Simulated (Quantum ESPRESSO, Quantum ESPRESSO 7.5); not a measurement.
# Ni: work function by face

Aim: the work function of the low-index faces of Ni, their order, and how far the functional matters.

Program: Quantum ESPRESSO 7.5. Level of theory: plane-wave DFT, PBE, PseudoDojo norm-conserving pseudopotentials (geometry by pw.x at PBE, GBRV ultrasoft). Results are calculated unless marked as measured.

**Measured values to reproduce.**

“Anisotropic work function of elemental crystals” (2019, arxiv:1902.07811) quotes from earlier work for Ni (clean single-crystal faces): work function of (111) (clean (111) face) 5.36 eV; work function of (100) (clean (100) face) 5.17 eV; work function of (110) (clean (110) face) 4.55 eV.

This is a report of a sequence of runs, with most program output left out.

## (1) Set-up

The cell holds 5 atoms: 5 Ni. Cell: a = 2.489 Å, b = 2.489 Å, c = 24.129 Å, α = 90.0°, β = 90.0°, γ = 60.0°. It derives from Ni. Vacuum lies along c.

## (2) Relaxing the ions of (111), PBE

BFGS moves the free atoms until their forces fall under forc_conv_thr; those flagged 0 0 0 are held.

111.relax.in reads:

```
&control
  prefix = '111.relax'
  outdir = './out'
  pseudo_dir = './pseudo'
  nstep = 40
  forc_conv_thr = 0.001
  calculation = 'relax'
/
&system
  ibrav = 0
  nat = 5
  ntyp = 1
  ecutwfc = 40
  ecutrho = 200
  occupations = 'smearing'
  smearing = 'mv'
  degauss = 0.02
  nspin = 2
  starting_magnetization(1) = 0.12
/
&electrons
  conv_thr = 1e-07
  mixing_beta = 0.4
  electron_maxstep = 120
  mixing_mode = 'local-TF'
/
&ions
/
ATOMIC_SPECIES
  Ni  58.6934  ni_pbe_v1.4.uspp.F.UPF
CELL_PARAMETERS angstrom
  2.48901586977665 0.00000000000000 0.00000000000000
  1.24450793488832 2.15555097364920 0.00000000000000
  0.00000000000000 0.00000000000000 24.12909179018993
ATOMIC_POSITIONS crystal
  Ni  0.666666666700 0.666666666700 0.331549984125
  Ni  0.000000000000 0.000000000000 0.415774992063
  Ni  0.333333333300 0.333333333300 0.500000000000 0 0 0
  Ni  0.666666666700 0.666666666700 0.584225007937
  Ni  0.000000000000 0.000000000000 0.668450015875
K_POINTS automatic
  12 12 1 0 0 0
```

On the command line:

```
$ OMP_NUM_THREADS=1 mpirun -n 4 pw.x -nk 4 -in 111.relax.in > 111.relax.out
```

It took 8.7 min on 4 MPI ranks of Arm Neoverse V2, shared host; peak memory 0.57 GiB.

Relaxation path:

```csv
step,energy less that of the first step (eV),largest force (eV/Å)
1,0.0000,0.1846
2,-0.0018,0.1369
3,-0.0033,0.1004
4,-0.0043,0.0495
5,-0.0045,0.0496
6,-0.0047,0.0602
7,-0.0050,0.0569
8,-0.0054,0.0440
9,-0.0055,0.0115
```

The atoms that moved most (Å):

```csv
atom,dx,dy,dz,length
Ni1,0.000,0.000,0.037,0.037
Ni5,0.000,0.000,-0.037,0.037
```

The relaxation lowers the energy by 1 meV an atom. On the free atoms the largest force ends at 0.011 eV/Å.

This step gave:

| Quantity | Value |
| --- | --- |
| free energy | -23351.3611 eV |
| Fermi energy | 4.658 eV |
| magnetization | 3.58 μB |
| absolute magnetization | 4.14 μB |
| site moments | 0.7727, 0.7718, 0.7285, 0.7718, 0.7727 μB |

## (3) SCF with pw.x of (111), PBE

Both faces of the slab are alike, so a plain periodic cell serves and symmetry is kept.

Level of this step: plane-wave DFT, PBE, PseudoDojo norm-conserving pseudopotentials (Quantum ESPRESSO 7.5).

111.pbe.in reads:

```
&control
  prefix = '111.pbe'
  outdir = './out'
  pseudo_dir = './pseudo'
  calculation = 'scf'
  tprnfor = .true.
/
&system
  ibrav = 0
  nat = 5
  ntyp = 1
  ecutwfc = 90
  ecutrho = 360
  occupations = 'smearing'
  smearing = 'mv'
  degauss = 0.02
  nspin = 2
  starting_magnetization(1) = 0.12
/
&electrons
  conv_thr = 1e-07
  mixing_beta = 0.4
  electron_maxstep = 120
  mixing_mode = 'local-TF'
/
ATOMIC_SPECIES
  Ni  58.6934  Ni.dojo-sr-pbe-0.4.1-standard.upf
CELL_PARAMETERS angstrom
  2.48901586977665 0.00000000000000 0.00000000000000
  1.24450793488832 2.15555097364920 0.00000000000000
  0.00000000000000 0.00000000000000 24.12909179018993
ATOMIC_POSITIONS crystal
  Ni  0.666666666700 0.666666666700 0.333065296600
  Ni  0.000000000000 0.000000000000 0.415919050000
  Ni  0.333333333300 0.333333333300 0.500000000000
  Ni  0.666666666700 0.666666666700 0.584080950000
  Ni  0.000000000000 0.000000000000 0.666934703400
K_POINTS automatic
  12 12 1 0 0 0
```

On the command line:

```
$ OMP_NUM_THREADS=1 mpirun -n 4 pw.x -nk 4 -in 111.pbe.in > 111.pbe.out
```

It took 2.6 min on 4 MPI ranks; peak memory 1.1 GiB.

This step gave:

```
free energy            : -22827.7371 eV
Fermi energy           : 4.961 eV
magnetization          : 3.56 μB
absolute magnetization : 4.12 μB
site moments           : 0.7694, 0.7666, 0.7233, 0.7666, 0.7694 μB
```

## (4) Potential by pp.x of (111)

plot_num = 11 writes the bare and Hartree potential. It leaves out exchange and correlation, which fade slowly, so it flattens close to the surface.

111.pbe.pot.in reads:

```
&inputpp
  prefix = '111.pbe'
  outdir = './out'
  filplot = '111.pbe.pot.dat'
  plot_num = 11
/
```

On the command line:

```
$ OMP_NUM_THREADS=1 mpirun -n 4 pp.x -in 111.pbe.pot.in > 111.pbe.pot.out
```

The job ended after 0.77 s (4 MPI ranks; peak memory 0.09 GiB; 2.7 s of CPU time).

Numbers from this step:

* work function of the upper face: 5.031 eV
* slope of the potential above: 1.52e-4 eV/Å
* upper vacuum line continued to the top atoms, over the Fermi level: 5.030 eV
* work function of the lower face: 5.031 eV
* slope of the potential below: -1.10e-4 eV/Å
* lower vacuum line continued to the bottom atoms, over the Fermi level: 5.031 eV

The potential energy, planar mean oscillates, so the rows of the table below give means over windows of 2.01 Å about each position, cut where the curve ends. Its maxima inside the range that stand out by 2 % of the span (Å: eV): 9.0: -0.529, 11.1: -0.369, 13.1: -0.369, 15.1: -0.529. Its minima: 8.0: -28.1, 10.1: -28.2, 12.1: -28.2, 14.1: -28.2, 16.1: -28.1.

Electrostatic potential energy of an electron; zero at the Fermi level. Table of potential energy, planar mean by z; means over each step:

```csv
z (Å),"potential energy, planar mean (eV)"
1.00,5.03
3.01,5.03
5.02,4.98
7.03,-3.64
9.04,-11.6
11.05,-11.2
13.06,-11.2
15.07,-11.6
17.08,-3.79
19.09,4.98
21.10,5.03
23.11,5.03
```

## (5) Ground state of (111), PBEsol

The same atoms under a second functional.

Level of this step: plane-wave DFT, PBEsol, PseudoDojo norm-conserving pseudopotentials (Quantum ESPRESSO 7.5).

111.pbesol.in, as its differences from the input of step 3:

```diff
@@ -1,3 +1,3 @@
 &control
-  prefix = '111.pbe'
+  prefix = '111.pbesol'
   outdir = './out'
@@ -26,3 +26,3 @@
 ATOMIC_SPECIES
-  Ni  58.6934  Ni.dojo-sr-pbe-0.4.1-standard.upf
+  Ni  58.6934  Ni.dojo-sr-pbesol-0.4.1-standard.upf
 CELL_PARAMETERS angstrom
```

On the command line:

```
$ OMP_NUM_THREADS=1 mpirun -n 4 pw.x -nk 4 -in 111.pbesol.in > 111.pbesol.out
```

Run time: 2.6 min. Hardware: 4 MPI ranks; peak memory 1.1 GiB.

Read from the output:

- free energy: -22808.4293 eV
- Fermi energy: 4.799 eV
- magnetization: 3.54 μB
- absolute magnetization: 4.06 μB
- site moments: 0.7621, 0.7613, 0.7183, 0.7613, 0.7621 μB

## (6) Potential by pp.x of (111)

111.pbesol.pot.in reads:

```
&inputpp
  prefix = '111.pbesol'
  outdir = './out'
  filplot = '111.pbesol.pot.dat'
  plot_num = 11
/
```

On the command line:

```
$ OMP_NUM_THREADS=1 mpirun -n 4 pp.x -in 111.pbesol.pot.in > 111.pbesol.pot.out
```

Wall time 0.77 s (4 MPI ranks); peak memory 0.11 GiB.

Numbers from this step:

| Property | Result |
| --- | --- |
| work function of the upper face | 5.174 eV |
| slope of the potential above | 1.26e-4 eV/Å |
| upper vacuum line continued to the top atoms, over the Fermi level | 5.173 eV |
| work function of the lower face | 5.174 eV |
| slope of the potential below | -9.11e-5 eV/Å |
| lower vacuum line continued to the bottom atoms, over the Fermi level | 5.173 eV |

On (111) the work function under PBEsol lies +0.14 eV from PBE's.

## (7) Relaxation with pw.x of (100), PBE

Level of this step: plane-wave DFT, PBE, GBRV ultrasoft pseudopotentials (Quantum ESPRESSO 7.5).

100.relax.in reads:

```
&control
  prefix = '100.relax'
  outdir = './out'
  pseudo_dir = './pseudo'
  nstep = 40
  forc_conv_thr = 0.001
  calculation = 'relax'
/
&system
  ibrav = 0
  nat = 5
  ntyp = 1
  ecutwfc = 40
  ecutrho = 200
  occupations = 'smearing'
  smearing = 'mv'
  degauss = 0.02
  nspin = 2
  starting_magnetization(1) = 0.12
/
&electrons
  conv_thr = 1e-07
  mixing_beta = 0.4
  electron_maxstep = 120
  mixing_mode = 'local-TF'
/
&ions
/
ATOMIC_SPECIES
  Ni  58.6934  ni_pbe_v1.4.uspp.F.UPF
CELL_PARAMETERS angstrom
  2.48901586977665 0.00000000000000 0.00000000000000
  0.00000000000000 2.48901586977665 0.00000000000000
  0.00000000000000 0.00000000000000 23.04000000000000
ATOMIC_POSITIONS crystal
  Ni  0.000000000000 0.000000000000 0.347222222222
  Ni  0.500000000000 0.500000000000 0.423611111111
  Ni  0.000000000000 0.000000000000 0.500000000000 0 0 0
  Ni  0.500000000000 0.500000000000 0.576388888889
  Ni  0.000000000000 0.000000000000 0.652777777778
K_POINTS automatic
  12 12 1 0 0 0
```

On the command line:

```
$ OMP_NUM_THREADS=1 mpirun -n 4 pw.x -nk 4 -in 100.relax.in > 100.relax.out
```

The job ended after 8.7 min (4 MPI ranks; peak memory 0.7 GiB; 35 min of CPU time).

The steps of the relaxation:

```csv
step,energy less that of the first step (eV),largest force (eV/Å)
1,0.0000,0.4090
2,-0.0105,0.2937
3,-0.0190,0.2021
4,-0.0240,0.0626
5,-0.0242,0.0550
6,-0.0246,0.0633
7,-0.0251,0.0638
8,-0.0257,0.0569
9,-0.0262,0.0248
```

The atoms that moved most (Å):

```csv
atom,dx,dy,dz,length
Ni5,0.000,0.000,-0.057,0.057
Ni1,0.000,0.000,0.057,0.057
Ni2,0.000,0.000,-0.015,0.015
Ni4,0.000,0.000,0.015,0.015
```

Final coordinates:

```cif
data_structure
_symmetry_space_group_name_H-M 'P 1'
_symmetry_Int_Tables_number 1
_cell_length_a 2.4890
_cell_length_b 2.4890
_cell_length_c 23.0400
_cell_angle_alpha 90.000
_cell_angle_beta 90.000
_cell_angle_gamma 90.000
_cell_volume 142.74
loop_
_atom_site_label
_atom_site_type_symbol
_atom_site_fract_x
_atom_site_fract_y
_atom_site_fract_z
_atom_site_occupancy
Ni1 Ni 0.00000 0.00000 0.34968 1
Ni2 Ni 0.50000 0.50000 0.42297 1
Ni3 Ni 0.00000 0.00000 0.50000 1
Ni4 Ni 0.50000 0.50000 0.57703 1
Ni5 Ni 0.00000 0.00000 0.65032 1
```

The relaxation lowers the energy by 5 meV an atom. On the free atoms the largest force ends at 0.025 eV/Å.

Read from the output:

```
free energy            : -23350.9087 eV
Fermi energy           : 3.852 eV
magnetization          : 3.59 μB
absolute magnetization : 4.13 μB
site moments           : 0.8134, 0.7386, 0.7208, 0.7386, 0.8134 μB
```

## (8) SCF with pw.x of (100), PBE

Level of this step: plane-wave DFT, PBE, PseudoDojo norm-conserving pseudopotentials (Quantum ESPRESSO 7.5).

100.pbe.in reads:

```
&control
  prefix = '100.pbe'
  outdir = './out'
  pseudo_dir = './pseudo'
  calculation = 'scf'
  tprnfor = .true.
/
&system
  ibrav = 0
  nat = 5
  ntyp = 1
  ecutwfc = 90
  ecutrho = 360
  occupations = 'smearing'
  smearing = 'mv'
  degauss = 0.02
  nspin = 2
  starting_magnetization(1) = 0.12
/
&electrons
  conv_thr = 1e-07
  mixing_beta = 0.4
  electron_maxstep = 120
  mixing_mode = 'local-TF'
/
ATOMIC_SPECIES
  Ni  58.6934  Ni.dojo-sr-pbe-0.4.1-standard.upf
CELL_PARAMETERS angstrom
  2.48901586977665 0.00000000000000 0.00000000000000
  0.00000000000000 2.48901586977665 0.00000000000000
  0.00000000000000 0.00000000000000 23.04000000000000
ATOMIC_POSITIONS crystal
  Ni  0.000000000000 0.000000000000 0.349680888500
  Ni  0.500000000000 0.500000000000 0.422974538000
  Ni  0.000000000000 0.000000000000 0.500000000000
  Ni  0.500000000000 0.500000000000 0.577025462000
  Ni  0.000000000000 0.000000000000 0.650319111500
K_POINTS automatic
  12 12 1 0 0 0
```

On the command line:

```
$ OMP_NUM_THREADS=1 mpirun -n 4 pw.x -nk 4 -in 100.pbe.in > 100.pbe.out
```

It took 3.7 min on 4 MPI ranks; peak memory 1.4 GiB; 15 min of CPU time.

This step gave:

- free energy: -22827.2895 eV
- Fermi energy: 4.123 eV
- magnetization: 3.56 μB
- absolute magnetization: 4.09 μB
- site moments: 0.8069, 0.7324, 0.7146, 0.7324, 0.8069 μB

## (9) Electrostatic potential of (100)

100.pbe.pot.in reads:

```
&inputpp
  prefix = '100.pbe'
  outdir = './out'
  filplot = '100.pbe.pot.dat'
  plot_num = 11
/
```

On the command line:

```
$ OMP_NUM_THREADS=1 mpirun -n 4 pp.x -in 100.pbe.pot.in > 100.pbe.pot.out
```

It took 0.75 s on 4 MPI ranks; peak memory 0.12 GiB; 2.7 s of CPU time.

This step gave:

* work function of the upper face: 4.901 eV
* slope of the potential above: 1.39e-4 eV/Å
* upper vacuum line continued to the top atoms, over the Fermi level: 4.900 eV
* work function of the lower face: 4.901 eV
* slope of the potential below: -1.05e-4 eV/Å
* lower vacuum line continued to the bottom atoms, over the Fermi level: 4.900 eV

The potential energy, planar mean oscillates, so the rows of the table below give means over windows of 1.79 Å about each position, cut where the curve ends. Its maxima inside the range that stand out by 2 % of the span (Å: eV): 8.9: -2.82, 10.7: -2.06, 12.4: -2.06, 14.2: -2.82. Its minima: 8.0: -23.6, 9.7: -23.9, 11.5: -23.8, 13.3: -23.9, 15.0: -23.6.

Electrostatic potential energy of an electron; zero at the Fermi level. Table of potential energy, planar mean by z; means over each step:

```csv
z (Å),"potential energy, planar mean (eV)"
0.90,4.90
2.69,4.90
4.47,4.89
6.27,4.03
8.05,-10.8
9.84,-11.3
11.63,-11.1
13.43,-11.4
15.21,-10.2
17.00,4.41
18.79,4.90
20.59,4.90
22.38,4.90
```

## (10) SCF with pw.x of (100), PBEsol

Level of this step: plane-wave DFT, PBEsol, PseudoDojo norm-conserving pseudopotentials (Quantum ESPRESSO 7.5).

100.pbesol.in, as its differences from the input of step 8:

```diff
@@ -1,3 +1,3 @@
 &control
-  prefix = '100.pbe'
+  prefix = '100.pbesol'
   outdir = './out'
@@ -26,3 +26,3 @@
 ATOMIC_SPECIES
-  Ni  58.6934  Ni.dojo-sr-pbe-0.4.1-standard.upf
+  Ni  58.6934  Ni.dojo-sr-pbesol-0.4.1-standard.upf
 CELL_PARAMETERS angstrom
```

On the command line:

```
$ OMP_NUM_THREADS=1 mpirun -n 4 pw.x -nk 4 -in 100.pbesol.in > 100.pbesol.out
```

Wall time 3.8 min (4 MPI ranks); peak memory 1.4 GiB; 15 min of CPU time.

This step gave:

```
free energy            : -22807.9324 eV
Fermi energy           : 3.982 eV
absolute magnetization : 4.05 μB
site moments           : 0.8048, 0.7265, 0.7108, 0.7265, 0.8048 μB
```

## (11) Potential by pp.x of (100)

100.pbesol.pot.in reads:

```
&inputpp
  prefix = '100.pbesol'
  outdir = './out'
  filplot = '100.pbesol.pot.dat'
  plot_num = 11
/
```

On the command line:

```
$ OMP_NUM_THREADS=1 mpirun -n 4 pp.x -in 100.pbesol.pot.in > 100.pbesol.pot.out
```

Run time: 0.76 s. Hardware: 4 MPI ranks; peak memory 0.12 GiB.

This step gave:

| Quantity | Value |
| --- | --- |
| work function of the upper face | 5.013 eV |
| slope of the potential above | 1.19e-4 eV/Å |
| upper vacuum line continued to the top atoms, over the Fermi level | 5.012 eV |
| work function of the lower face | 5.013 eV |
| slope of the potential below | -8.96e-5 eV/Å |
| lower vacuum line continued to the bottom atoms, over the Fermi level | 5.013 eV |

On (100) the work function under PBEsol lies +0.11 eV from PBE's.

## (12) Relaxation with pw.x of (110), PBE

Level of this step: plane-wave DFT, PBE, GBRV ultrasoft pseudopotentials (Quantum ESPRESSO 7.5).

System of this step: Ni(110), 7 layers. The cell holds 7 atoms: 7 Ni. Cell: a = 3.520 Å, b = 2.489 Å, c = 23.467 Å, α = 90.0°, β = 90.0°, γ = 90.0°. It derives from Ni. Vacuum lies along c.

110.relax.in reads:

```
&control
  prefix = '110.relax'
  outdir = './out'
  pseudo_dir = './pseudo'
  nstep = 40
  forc_conv_thr = 0.001
  calculation = 'relax'
/
&system
  ibrav = 0
  nat = 7
  ntyp = 1
  ecutwfc = 40
  ecutrho = 200
  occupations = 'smearing'
  smearing = 'mv'
  degauss = 0.02
  nspin = 2
  starting_magnetization(1) = 0.12
/
&electrons
  conv_thr = 1e-07
  mixing_beta = 0.4
  electron_maxstep = 120
  mixing_mode = 'local-TF'
/
&ions
/
ATOMIC_SPECIES
  Ni  58.6934  ni_pbe_v1.4.uspp.F.UPF
CELL_PARAMETERS angstrom
  3.52000000000000 0.00000000000000 0.00000000000000
  0.00000000000000 2.48901586977665 0.00000000000000
  0.00000000000000 0.00000000000000 23.46704760932994
ATOMIC_POSITIONS crystal
  Ni  0.000000000000 0.000000000000 0.340903556902
  Ni  0.500000000000 0.500000000000 0.393935704601
  Ni  0.000000000000 0.000000000000 0.446967852301 0 0 0
  Ni  0.500000000000 0.500000000000 0.500000000000 0 0 0
  Ni  0.000000000000 0.000000000000 0.553032147699 0 0 0
  Ni  0.500000000000 0.500000000000 0.606064295399
  Ni  0.000000000000 0.000000000000 0.659096443098
K_POINTS automatic
  8 12 1 0 0 0
```

On the command line:

```
$ OMP_NUM_THREADS=1 mpirun -n 4 pw.x -nk 4 -in 110.relax.in > 110.relax.out
```

It took 30 min on 4 MPI ranks; peak memory 1.1 GiB; 2 h of CPU time.

The steps of the relaxation:

```csv
step,energy less that of the first step (eV),largest force (eV/Å)
1,0.0000,0.6369
2,-0.0243,0.5310
3,-0.0452,0.4234
4,-0.0661,0.2574
5,-0.0755,0.0580
6,-0.0756,0.0521
7,-0.0758,0.0451
8,-0.0760,0.0355
9,-0.0763,0.0234
```

The atoms that moved most (Å):

```csv
atom,dx,dy,dz,length
Ni1,0.000,0.000,0.083,0.083
Ni7,0.000,0.000,-0.083,0.083
Ni6,0.000,0.000,0.046,0.046
Ni2,0.000,0.000,-0.046,0.046
```

The relaxation lowers the energy by 11 meV an atom. On the free atoms the largest force ends at 0.023 eV/Å.

Numbers from this step:

| Quantity | Value |
| --- | --- |
| free energy | -32691.1880 eV |
| Fermi energy | 3.819 eV |
| magnetization | 5.04 μB |
| absolute magnetization | 5.77 μB |
| site moments | 0.8237, 0.7558, 0.7303, 0.7148, 0.7303, 0.7558, 0.8237 μB |

(Part 1 of 2 ends here.)

[Logs are printed without paths, hosts, clocks, repeated set-up lines and the standing remarks that a program may print on its own settings, such as how far it seeks lower states.]

[Hosts, paths, dates, database ids (printed as entryN), source tags and the programs' standing remarks are cut or masked in the printed files.]

[Maps of the electrostatic potential energy from Ansatz leave out the sawtooth potential of an applied field or a dipole correction, so their vacuum need not be flat; planar profiles and work functions include it.]
